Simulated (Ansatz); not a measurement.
Rows from a G0W0 calculation on Ga2AsP (zincblende [001] superlattice) (Ansatz 0.2.0; G0W0 on PBEsol, plane waves, PAW; PAW set soft_1; 4×4×2 mesh, 496 empty bands, screening to 90 eV, PAW set soft_1 files), in eV. Spin-orbit coupling is left out.

```tsv
row	k	band	start	Σx	Σc at the solution	Vxc
A	(0.000, 0.000, -0.500)	c2	8.740	-7.010	-3.791	-10.970
B	Γ	c1	8.537	-11.533	-3.621	-15.711
C	Γ	v1	7.518	-17.006	1.265	-15.397
D	(0.000, 0.000, -0.500)	v1	7.314	-16.652	1.291	-15.016
E	(0.000, 0.000, -0.500)	c1	8.694	-7.551	-3.810	-11.599
F	Γ	c2	8.747	-7.609	-3.844	-11.711
```

Question: Work out each quasiparticle level and how far it moved.

The quasiparticle equation reads E = start + Σx + Σc(E) − Vxc.

```tsv
row	E (eV)	shift (eV)
A	8.910	+0.170
B	9.095	+0.558
C	7.173	−0.345
D	6.968	−0.346
E	8.932	+0.238
F	9.005	+0.258
```

Limits: not at the basis limit; no spin-orbit coupling; coarse k mesh.

[Paths, hosts, dates, memory and timing lines, banners, echoed tables and standing remarks are left out of the program output.]

[Logs are printed without paths, hosts, clocks, repeated set-up lines and the standing remarks that a program may print on its own settings, such as how far it seeks lower states.]

[Runs of the session that timed out or met a known fault of the program may be left out.]

[Cells called generated may have been cut or substituted from an entry of the Crystallography Open Database or the Materials Project.]

[Hosts, paths, dates, database ids (printed as entryN), source tags and the programs' standing remarks are cut or masked in the printed files.]
